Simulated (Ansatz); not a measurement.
TiO2 (Anatase), computed twice by G0W0.

It takes space group I4_1/amd (No. 141, tetragonal). Conventional cell: a = 3.784 Å, b = 3.784 Å, c = 9.515 Å, α = 90.00°, β = 90.00°, γ = 90.00°. Nearest to Ti lie 6 O at 1.93 to 1.98 Å. O has 3 Ti at 1.93 to 1.98 Å nearest. Farther neighbours and most contacts between anions are not listed.

```yaml
crystal:
  lattice:
    - [-1.89210, 1.89210, 4.75730]
    - [1.89210, -1.89210, 4.75730]
    - [1.89210, 1.89210, -4.75730]
  atoms:
    - { symbol: Ti, position: [0.00000, 0.00000, 0.00000] }
    - { symbol: Ti, position: [0.75000, 0.25000, 0.50000] }
    - { symbol: O, position: [0.20810, 0.20810, 0.00000] }
    - { symbol: O, position: [0.95810, 0.45810, 0.50000] }
    - { symbol: O, position: [0.54190, 0.04190, 0.50000] }
    - { symbol: O, position: [0.79190, 0.79190, 0.00000] }
```

The cell and positions come from the Crystallography Open Database and are kept as given unless a step says otherwise. PAW set soft_2, made with PBE.

The first (Ansatz 0.2.0; start PBE, 6×6×6 mesh, 437 empty bands, screening to 200 eV; 1 × NVIDIA H100 80GB HBM3 (shared by 3 runs) with 3 threads of AMD EPYC 7R13 (Zen 3), shared host) gave, on its mesh: starting gap 2.17 eV, G0W0 gap 3.65 eV, RPA ε∞ (mean) 6.37, 66 s.

The second changes frequency model from contour deformation to plasmon pole. What does it give?

It gave: starting gap 2.17 eV, G0W0 gap 3.63 eV, RPA ε∞ (mean) 6.37, 2.2 min. The G0W0 gap moves by −0.03 eV, +0.00 eV from the start and −0.03 eV from the correction. Σc changes by +0.11 eV at the valence top and +0.08 eV at the conduction bottom, and Σx − Vxc between them by +0.00 eV.

Limits: not at the basis limit.

[Paths, hosts, dates, memory and timing lines, banners, echoed tables and standing remarks are left out of the program output.]

[Logs are printed without paths, hosts, clocks, repeated set-up lines and the standing remarks that a program may print on its own settings, such as how far it seeks lower states.]

[Runs of the session that timed out or met a known fault of the program may be left out.]

[Cells called generated may have been cut or substituted from an entry of the Crystallography Open Database or the Materials Project.]

[Hosts, paths, dates, database ids (printed as entryN), source tags and the programs' standing remarks are cut or masked in the printed files.]
